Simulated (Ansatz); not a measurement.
## Decaying states in the gap of Al2SiGeTe6

A new crystal, Al2SiGeTe6: structure, gap and complex bands. It is built by putting Ge for part of the Si in the AlSiTe3 structure of space group P-31m, with the volume rescaled by atomic radii. The parent structure comes from the Materials Project.

Main program and level: Ansatz 0.2.0; r2SCAN DFT, plane waves, PAW files, in the first sound run; inputs show where later runs differ.

The structure was built from a prototype and need not be the compound's stable phase.

## 1. Starting point

Symmetry: P31m, No. 157, trigonal system. Conventional cell: a = 6.916 Å, b = 6.916 Å, c = 7.446 Å, α = 90.00°, β = 90.00°, γ = 120.00°. Nearest to Al lie 6 Te at 2.86 Å. Nearest to Si lie 1 Ge at 2.29 Å and 3 Te at 2.53 Å. Nearest to Ge lie 1 Si at 2.29 Å and 3 Te at 2.53 Å. Nearest to Te lie 1 Ge at 2.53 Å and 2 Al at 2.86 Å. Nearest to Te lie 1 Si at 2.53 Å and 2 Al at 2.86 Å. It derives from AlSiTe3. Ge for part of the Si in the AlSiTe3 structure of space group P-31m. Farther neighbours and most contacts between anions are not listed.

## 2. Relaxing the new crystal

The substituted atoms don't fit the parent's cell, so cell and atoms relax together. A small smearing keeps the run stable in case the gap closes on the way.

File input.yaml:

```yaml
crystal:
  lattice:
    - [6.9163814372, 0.0, 0.0]
    - [-3.4581907186, 5.9897620269, 0.0]
    - [0.0, 0.0, 7.4464030433]
  atoms:
    - { symbol: Al, position: [0.6666666667, 0.3333333333, 0.5] }
    - { symbol: Al, position: [0.3333333333, 0.6666666667, 0.5] }
    - { symbol: Si, position: [0.0, 0.0, 0.34620141] }
    - { symbol: Ge, position: [0.0, 0.0, 0.65379859] }
    - { symbol: Te, position: [0.0, 0.646453685, 0.7387517] }
    - { symbol: Te, position: [0.353546315, 0.353546315, 0.7387517] }
    - { symbol: Te, position: [0.646453685, 0.0, 0.7387517] }
    - { symbol: Te, position: [0.646453685, 0.646453685, 0.2612483] }
    - { symbol: Te, position: [0.0, 0.353546315, 0.2612483] }
    - { symbol: Te, position: [0.353546315, 0.0, 0.2612483] }
kpoints:
  mp_grid: { grid: [4, 4, 4] }
scf:
  occupations: { method: gaussian, width: 0.03 }
hamiltonian:
  xc: r2scan
output:
  forces: true
  stress: true
relax:
  f_tol: 0.02
  max_steps: 60
  cell: {}
```

On the command line:

```console
ansatz run input.yaml --threads 2 --pin off --max-ram 4096MiB --backend cpu --events-out ev --progress --plain --runs-dir out
```

Numbers of over 12 decimals in the logs are rounded to 6 here.

The log of the run:

```text
Engine: ansatz 0.2.0, aarch64-unknown-linux-gnu
Pseudopotentials: kind: paw
Pseudopotential: Al, paw, valence charge 3, recommended cutoff 500 eV (meta_gga), Al.paw.azcp
Pseudopotential: Si, paw, valence charge 4, recommended cutoff 500 eV (meta_gga), Si.paw.azcp
Pseudopotential: Ge, paw, valence charge 14, recommended cutoff 500 eV (meta_gga), Ge.paw.azcp
Pseudopotential: Te, paw, valence charge 16, recommended cutoff 500 eV (meta_gga), Te.paw.azcp
Functional definition: r2SCAN
  parameter k0 = 0.174
  parameter k1 = 0.065
  parameter a1 = 4.9479
  exchange = r2scan_x(k0 = k0, k1 = k1, a1 = a1)
  correlation = r2scan_c
Crystal: 10 atoms, lattice volume = 308.486 Å³
Basis set: ecut = 500 eV, 7839 PW (Γ), exchange–correlation on 216×216×240 points (64 copies of the dense FFT grid, shifted against one another)
Bands: 72, of which v1, the nominal top of the filled ones, is band 60 counted from 1 (59 counted from 0)
Symmetry: 6 space group operations
Space group: P31m (ITA 157), of the structure as read, at distance tolerance 6.8e-5 Å
k-points: 13 of 64 (time reversal used)
Non-local potential: Al, projectors of the file, l = 0: 2, l = 1: 2, l = 2: 1
Non-local potential: Si, projectors of the file, l = 0: 2, l = 1: 2, l = 2: 2
Non-local potential: Ge, projectors of the file, l = 0: 2, l = 1: 2, l = 2: 3, l = 3: 1
Non-local potential: Te, projectors of the file, l = 0: 2, l = 1: 2, l = 2: 2, l = 3: 2
PAW form: soft (Blöchl's): semilocal exchange-correlation on the pseudo side does not see the compensation charge
PAW frozen core: Al, regenerated for the run's functional (the file was generated under x = pbe(κ = 0.804, μ = 0.219515), c = pbe(β = 0.066725))
PAW frozen core: Si, regenerated for the run's functional (the file was generated under x = pbe(κ = 0.804, μ = 0.219515), c = pbe(β = 0.066725))
PAW frozen core: Ge, regenerated for the run's functional (the file was generated under x = pbe(κ = 0.804, μ = 0.219515), c = pbe(β = 0.066725))
PAW frozen core: Te, regenerated for the run's functional (the file was generated under x = pbe(κ = 0.804, μ = 0.219515), c = pbe(β = 0.066725))
PAW one-centre angular grid: Al, 302 points (default); XC on 160 Gauss nodes
PAW one-centre angular grid: Si, 302 points (default); XC on 160 Gauss nodes
PAW one-centre angular grid: Ge, 590 points (default); XC on 160 Gauss nodes
PAW one-centre angular grid: Te, 590 points (default); XC on 160 Gauss nodes
Initial density: superposition of atomic densities (neutral atoms: chi_scale 0, normalization atom), corrected by the library's trained network
Initial wavefunctions: pseudopotential atomic-orbital guess
Functional: x = r2scan, c = r2scan; τ floored in thin density (d = 2e-4 eV/Å³)
SCF iter   1: F=—  HF=-47994.772755 eV  |F-HF|=—  |Δ(HF+E_count)|=         —  Δρ=3.87e-3  dr2=1.05e-1  dr2_τ=2.30e-2  ethr=1.77e-3  ⟨swp⟩=7.2  Hψ=3829  notcnv=0  defer=5
preconditioner: auto → Resta (q_TF=auto, 2.331 Å⁻¹)  ε∞=3.9  [insulator: Δε(μ)=1.647 eV  Ē_g=8.824 eV  σ=0.030 eV  W_gap=1.00  n_scr=70 (ndim 8)  ℏωp=14.9 eV  f_vac=0.076  D(μ)=0.00/eV (n_scr^D=0)  ε∞_Penn≈3.9]
SCF iter   2: F=—  HF=-47994.853918 eV  |F-HF|=—  |Δ(HF+E_count)|=   8.12e-2  Δρ=2.10e-3  dr2=2.05e-2  dr2_τ=1.98e-4  ethr=8.74e-5  ⟨swp⟩=3.0  Hψ=1600  notcnv=0  defer=89
SCF iter   3: F=—  HF=-47994.852487 eV  |F-HF|=—  |Δ(HF+E_count)|=   1.43e-3  Δρ=7.90e-4  dr2=1.43e-3  dr2_τ=4.91e-5  ethr=1.71e-5  ⟨swp⟩=2.3  Hψ=1312  notcnv=0  defer=50
automatic band count: iteration 3 solves 69 bands in place of 72: the levels show a gap, and the empty bands left out lie too high to hold charge; the band table lists the bands solved (type scf.n_extra_bands for more)
SCF iter   4: F=—  HF=-47994.852274 eV  |F-HF|=—  |Δ(HF+E_count)|=   2.13e-4  Δρ=2.81e-4  dr2=1.86e-4  dr2_τ=3.96e-6  ethr=1.19e-6  ⟨swp⟩=2.0  Hψ=1234  notcnv=0  defer=50
SCF iter   5: F=—  HF=-47994.852288 eV  |F-HF|=—  |Δ(HF+E_count)|=   1.38e-5  Δρ=7.10e-5  dr2=1.79e-5  dr2_τ=5.21e-7  ethr=1.55e-7  ⟨swp⟩=2.0  Hψ=1237  notcnv=0  defer=50
SCF iter   6: F=—  HF=-47994.852244 eV  |F-HF|=—  |Δ(HF+E_count)|=   4.33e-5  Δρ=1.84e-5  dr2=1.34e-6  dr2_τ=1.62e-8  ethr=1.49e-8  ⟨swp⟩=2.0  Hψ=1237  notcnv=0  defer=50
SCF iter   7: F=—  HF=-47994.852245 eV  |F-HF|=—  |Δ(HF+E_count)|=   9.57e-7  Δρ=4.80e-6  dr2=1.23e-7  dr2_τ=1.10e-9  ethr=1.12e-9  ⟨swp⟩=2.0  Hψ=1237  notcnv=0  defer=50
SCF iter   8: F=-47994.852245 eV  HF=-47994.852245 eV  |F-HF|=5.38e-10  |Δ(HF+E_count)|=   8.08e-8  Δρ=1.44e-6  dr2=1.19e-8  dr2_τ=2.52e-10  ethr=8.33e-11  ⟨swp⟩=5.0  Hψ=2914  notcnv=0
SCF 1 converged in 8 iterations: F = -47994.852245 eV  dr2 = 1.19e-8
  greatest PAW one-centre occupation: 0.998 electrons in one spin orbital (limit 2), on the Ge atom at site 3 (counted from 0), in its partial waves of l = 2
relax step   1: F+E_penalty+E_count = -47994.85224540 eV  Δ(F+E_penalty+E_count) = +0.000e0 eV  max|allowed force component| = 6.398e-1 eV/Å  Δτ_max = 0.0000 Å  P = +0.476 GPa  Ω = 308.486 Å³  (8 SCF iters, dr2 threshold 1.00e-7 eV, accepted)
Crystal: 10 atoms, lattice volume = 307.282 Å³
Basis set: ecut = 500 eV, 7815 PW (Γ), exchange–correlation on 216×216×240 points (64 copies of the dense FFT grid, shifted against one another)
Initial density: handed on by an earlier stage of this run
Initial wavefunctions: those handed on with the density
iter 1 solved again at ethr=3.63e-5 eV; its pass at ethr=3.10e-3 eV (dr2=4.36e-2 eV) is discarded
SCF iter   1: F=—  HF=-47994.662031 eV  |F-HF|=—  |Δ(HF+E_count)|=         —  Δρ=3.47e-3  dr2=4.17e-2  dr2_τ=3.37e-1  ethr=3.63e-5  ⟨swp⟩=2.7  Hψ=4205  notcnv=0
automatic band count: iteration 1 solves 69 bands in place of 72: the levels show a gap, and the empty bands left out lie too high to hold charge; the band table lists the bands solved (type scf.n_extra_bands for more)
preconditioner: auto → Resta (q_TF=auto, 2.333 Å⁻¹)  ε∞=4.3  [insulator: Δε(μ)=1.493 eV  Ē_g=8.295 eV  σ=0.030 eV  W_gap=1.00  n_scr=70 (ndim 8)  ℏωp=15.0 eV  f_vac=0.083  D(μ)=0.00/eV (n_scr^D=0)  ε∞_Penn≈4.3]
SCF iter   2: F=—  HF=-47994.881445 eV  |F-HF|=—  |Δ(HF+E_count)|=   2.19e-1  Δρ=2.03e-3  dr2=1.09e-2  dr2_τ=1.76e-4  ethr=3.47e-5  ⟨swp⟩=3.2  Hψ=1873  notcnv=0
SCF iter   3: F=—  HF=-47994.882228 eV  |F-HF|=—  |Δ(HF+E_count)|=   7.83e-4  Δρ=6.64e-4  dr2=1.04e-3  dr2_τ=3.17e-5  ethr=9.10e-6  ⟨swp⟩=2.2  Hψ=1234  notcnv=0
SCF iter   4: F=—  HF=-47994.882494 eV  |F-HF|=—  |Δ(HF+E_count)|=   2.66e-4  Δρ=1.47e-4  dr2=7.11e-5  dr2_τ=1.12e-6  ethr=8.66e-7  ⟨swp⟩=2.0  Hψ=1296  notcnv=0
[...]
iter 1 solved again at ethr=1.16e-5 eV; its pass at ethr=3.10e-3 eV (dr2=1.40e-2 eV) is discarded
SCF iter   1: F=—  HF=-47994.856734 eV  |F-HF|=—  |Δ(HF+E_count)|=         —  Δρ=1.68e-3  dr2=1.42e-2  dr2_τ=6.80e-2  ethr=1.16e-5  ⟨swp⟩=2.7  Hψ=4628  notcnv=0
automatic band count: iteration 1 solves 69 bands in place of 72: the levels show a gap, and the empty bands left out lie too high to hold charge; the band table lists the bands solved (type scf.n_extra_bands for more)
preconditioner: auto → Resta (q_TF=auto, 2.327 Å⁻¹)  ε∞=4.2  [insulator: Δε(μ)=1.587 eV  Ē_g=8.287 eV  σ=0.030 eV  W_gap=1.00  n_scr=70 (ndim 8)  ℏωp=14.9 eV  f_vac=0.084  D(μ)=0.00/eV (n_scr^D=0)  ε∞_Penn≈4.2]
SCF iter   2: F=—  HF=-47994.918339 eV  |F-HF|=—  |Δ(HF+E_count)|=   6.16e-2  Δρ=8.83e-4  dr2=2.48e-3  dr2_τ=4.24e-5  ethr=1.16e-5  ⟨swp⟩=3.2  Hψ=1859  notcnv=0
SCF iter   3: F=—  HF=-47994.918431 eV  |F-HF|=—  |Δ(HF+E_count)|=   9.11e-5  Δρ=3.24e-4  dr2=3.60e-4  dr2_τ=5.32e-6  ethr=2.06e-6  ⟨swp⟩=2.0  Hψ=1087  notcnv=0
SCF iter   4: F=—  HF=-47994.918470 eV  |F-HF|=—  |Δ(HF+E_count)|=   3.97e-5  Δρ=6.94e-5  dr2=2.19e-5  dr2_τ=4.04e-7  ethr=3.00e-7  ⟨swp⟩=2.0  Hψ=1287  notcnv=0
SCF iter   5: F=—  HF=-47994.918477 eV  |F-HF|=—  |Δ(HF+E_count)|=   6.68e-6  Δρ=2.92e-5  dr2=2.89e-6  dr2_τ=3.95e-8  ethr=1.82e-8  ⟨swp⟩=2.0  Hψ=1287  notcnv=0
SCF iter   6: F=-47994.918478 eV  HF=-47994.918478 eV  |F-HF|=4.00e-8  |Δ(HF+E_count)|=   7.16e-7  Δρ=1.19e-5  dr2=4.67e-7  dr2_τ=9.13e-9  ethr=8.33e-10  ⟨swp⟩=5.0  Hψ=3146  notcnv=0
SCF 3 converged in 6 iterations: F = -47994.918478 eV  dr2 = 4.67e-7
relax step   3: F+E_penalty+E_count = -47994.91847761 eV  Δ(F+E_penalty+E_count) = -3.597e-2 eV  max|allowed force component| = 4.336e-2 eV/Å  Δτ_max = 0.0475 Å  P = -0.179 GPa  Ω = 311.487 Å³  energy of the carried Pulay correction = -2.956e-4 eV  (6 SCF iters, dr2 threshold 1.00e-6 eV, accepted)
[...]
relax step   4: F+E_penalty+E_count = -47994.92158861 eV  Δ(F+E_penalty+E_count) = -3.111e-3 eV  max|allowed force component| = 3.113e-2 eV/Å  Δτ_max = 0.0110 Å  P = -0.053 GPa  Ω = 310.014 Å³  energy of the carried Pulay correction = -1.508e-4 eV  (6 SCF iters, dr2 threshold 2.65e-7 eV, accepted)
[...]
relax step   5: F+E_penalty+E_count = -47994.92177679 eV  Δ(F+E_penalty+E_count) = -1.882e-4 eV  max|allowed force component| = 1.315e-2 eV/Å  Δτ_max = 0.0027 Å  P = +0.036 GPa  Ω = 309.535 Å³  energy of the carried Pulay correction = -1.037e-4 eV  (6 SCF iters, dr2 threshold 6.06e-8 eV, accepted)
Initial wavefunctions: pseudopotential atomic-orbital guess (no wavefunctions were taken with the density)
iter 1 solved again at ethr=5.20e-7 eV; its pass at ethr=3.10e-3 eV (dr2=6.24e-4 eV) is discarded
SCF iter   1: F=—  HF=-47994.921921 eV  |F-HF|=—  |Δ(HF+E_count)|=         —  Δρ=1.43e-5  dr2=1.89e-8  dr2_τ=1.16e-8  ethr=5.20e-7  ⟨swp⟩=4.0  Hψ=6330  notcnv=0
eigensolver tolerance schedule: the retry pair's looser diagonalisation over-reported the residual by 33008.34 of it (diagonalisation noise at an unbounded share of the residual, at the tolerance the schedule requests for it); recorded, not acted on — ethr = c·dr2/N_el stays at c = 1.0e-1
preconditioner: auto → Resta (q_TF=auto, 2.330 Å⁻¹)  ε∞=3.9  [insulator: Δε(μ)=1.630 eV  Ē_g=8.768 eV  σ=0.030 eV  W_gap=1.00  n_scr=70 (ndim 8)  ℏωp=14.9 eV  f_vac=0.081  D(μ)=0.00/eV (n_scr^D=0)  ε∞_Penn≈3.9]
SCF iter   2: F=—  HF=-47994.921885 eV  |F-HF|=—  |Δ(HF+E_count)|=   3.66e-5  Δρ=7.29e-6  dr2=7.06e-9  dr2_τ=3.55e-8  ethr=1.57e-11  ⟨swp⟩=4.0  Hψ=2536  notcnv=0
SCF iter   3: F=—  HF=-47994.921885 eV  |F-HF|=—  |Δ(HF+E_count)|=   6.48e-7  Δρ=3.41e-6  dr2=1.83e-9  dr2_τ=7.76e-9  ethr=5.88e-12  ⟨swp⟩=2.0  Hψ=1326  notcnv=0
SCF iter   4: F=—  HF=-47994.921886 eV  |F-HF|=—  |Δ(HF+E_count)|=   1.93e-7  Δρ=2.20e-7  dr2=1.04e-10  dr2_τ=2.52e-11  ethr=1.52e-12  ⟨swp⟩=2.0  Hψ=1261  notcnv=0
SCF iter   5: F=-47994.921886 eV  HF=-47994.921886 eV  |F-HF|=1.96e-10  |Δ(HF+E_count)|=  1.38e-10  Δρ=1.29e-7  dr2=2.09e-11  dr2_τ=8.61e-12  ethr=1.00e-12  ⟨swp⟩=4.9  Hψ=2888  notcnv=0
SCF 6 converged in 5 iterations: F = -47994.921886 eV  dr2 = 2.09e-11
relax step   6: F+E_penalty+E_count = -47994.92188567 eV  Δ(F+E_penalty+E_count) = -1.089e-4 eV  max|allowed force component| = 1.316e-2 eV/Å  Δτ_max = 0.0000 Å  P = +0.037 GPa  Ω = 309.535 Å³  stress off target by 3.69e-2 GPa  SCF on the basis re-selected at this cell (its energy is not comparable with the rows above)  (5 SCF iters)
basis re-selected at this cell: Δ(F+E_penalty+E_count) = -1.089e-4 eV, ΔP = +0.000 GPa vs the last step (what re-selecting the basis moved, of the pressure what is left beyond the Pulay correction that the steps carried, after the strain that the cell walked since its last selection, with what the two solves' SCF thresholds leave and, on support functions, any second-order correction that the steps lacked; it is no m [...]
SCF converged after 5 iterations
Free energy (F): -47994.921886 eV
Harris-Foulkes:  -47994.921886 eV  (|F-HF|=1.96e-10)
Internal energy: -47994.921886 eV  (E = F + TS)
E sigma→0 (E₀):  -47994.921886 eV
Fermi energy:    7.056577 eV
--- Per-component energies (eV) ---
  E_band       = -1955.074818
  E_kinetic    = 1278.245698
  E_local      = -12025.911499  (includes V_loc(G=0)·N_el)
  E_nonlocal   = -1398.895171
  E_hartree    = 6837.772793
  E_xc         = -883.983749
  E_vxc        = -848.412925  (∫ρ·V_xc dr)
  E_paw        = -31618.841736  (= ΣΔE_a)
  E_vpaw       = -2684.895282  (= ΣTr[D̂ρ^β])
  E_aug_tail   = -0.000216  (compensation charges beyond the density's cutoff)
  E_vtau       = 49.249025  (kinetic-family band-sum trace: ∫τ·v_τ [+ j·A + Jᵃ·Aᵃ] dr)
  E_ewald      = -10183.734725
  E_core_change = 0.426718  (= ΣΔE_core)
  E_smearing   = -0.000000  (= −TS)
  E_closure    = 0.000000  (closes the sum)
  Σ components = -47994.921886   (vs F -47994.921886, Δ=0.00e0)
--- Forces (eV/Å), atoms counted from 1 ---
  atom   1  Al     0.00000000    -0.00000000    -0.01048600
  atom   2  Al    -0.00000000     0.00000000    -0.01048600
  atom   3  Si     0.00000000    -0.00000000    -0.00359758
  atom   4  Ge     0.00000000     0.00000000    -0.01192366
  atom   5  Te     0.00043529    -0.00075395     0.01315554
  atom   6  Te     0.00043529     0.00075395     0.01315554
  atom   7  Te    -0.00087058     0.00000000     0.01315554
  atom   8  Te     0.00194851     0.00337491    -0.00099312
  atom   9  Te     0.00194851    -0.00337491    -0.00099312
  atom  10  Te    -0.00389701    -0.00000000    -0.00099312
  max |Σ_I F_I| component: 5.97e-6 eV/Å
--- Stress (GPa, compression-positive) ---
        0.036910       0.000000      -0.000000
        0.000000       0.036910      -0.000000
       -0.000000      -0.000000       0.036192
  P = ⅓ Tr σ = 0.0367 GPa (0.367 kbar)
--- Relaxed structure (5 steps of the walk, 5 accepted, 1 SCFs on fresh bases) ---
  F+E_penalty+E_count = -47994.92188567 eV   max|allowed force component| = 1.316e-2 eV/Å   (the final SCF, on the basis selected at the relaxed cell)
  cell:  # Å, volume = 309.5350 Å³
    - [6.926219, -7.281344352873814e-19, 0]
    - [-3.463110, 5.998282, 0]
    - [0, 0, 7.450521]
  atoms:
    - { symbol: Al, position: [0.666667, 0.333333, 0.502130] }
    - { symbol: Al, position: [0.333333, 0.666667, 0.502130] }
    - { symbol: Si, position: [4.474326023732845e-19, 1.8945156894930755e-19, 0.340514] }
    - { symbol: Ge, position: [4.474326023732844e-19, 1.8945156894930707e-19, 0.653701] }
    - { symbol: Te, position: [5.551115123125783e-17, 0.637779, 0.737586] }
    - { symbol: Te, position: [0.362221, 0.362221, 0.737586] }
    - { symbol: Te, position: [0.637779, 5.60136597308105e-19, 0.737586] }
    - { symbol: Te, position: [0.646914, 0.646914, 0.262922] }
    - { symbol: Te, position: [2.7755575615628914e-17, 0.353086, 0.262922] }
    - { symbol: Te, position: [0.353086, 2.091084162888672e-19, 0.262922] }
```

Wall time 2.4 min (2 threads of Arm Neoverse V1, shared host); peak memory 1.3 GiB.

Relaxation path:

```csv
step,energy less that of the first step (eV),largest force component (eV/Å),pressure (GPa),volume (Å³)
1,0.0000,0.6398,0.48,308.49
2,-0.0303,0.4114,0.30,307.28
3,-0.0662,0.0434,-0.18,311.49
4,-0.0693,0.0311,-0.05,310.01
5,-0.0695,0.0132,0.04,309.53
6*,-0.0696,0.0132,0.04,309.53
```

Relaxation steps marked * repeat the geometry before them on a plane-wave basis chosen anew for their cell, so energy and pressure can jump there.

Forces are held to the 6 operations that the run works with; a distortion that breaks them can't arise in this run.

```csv
"conventional cell, symmetrised",before,after,change
a (Å),6.916,6.926,+0.1 %
b (Å),6.916,6.926,+0.1 %
c (Å),7.446,7.451,+0.1 %
volume (Å³/atom),30.85,30.95,+0.3 %
```

The atoms that moved most (Å, as changes of fractional coordinates times the final cell):

```csv
atom,dx,dy,dz,length
Te7,-0.060,0.000,-0.009,0.061
Te5,0.030,-0.052,-0.009,0.061
Te6,0.030,0.052,-0.009,0.061
Si3,0.000,0.000,-0.042,0.042
Al1,0.000,0.000,0.016,0.016
Al2,0.000,0.000,0.016,0.016
Te8,0.002,0.003,0.012,0.013
Te9,0.002,-0.003,0.012,0.013
```

This step gave:

```
free energy  : -47994.9219 eV
Fermi energy : 7.057 eV
pressure     : 0.03667 GPa
```

The largest force component on a free atom ends at 0.013 eV/Å.

(Continued in part 2 of 3.)

[Logs are printed without paths, hosts, clocks, repeated set-up lines and the standing remarks that a program may print on its own settings, such as how far it seeks lower states.]

[Hosts, paths, dates, database ids (printed as entryN), source tags and the programs' standing remarks are cut or masked in the printed files.]

[New means built here by substitution; the compound itself may be known and measured.]
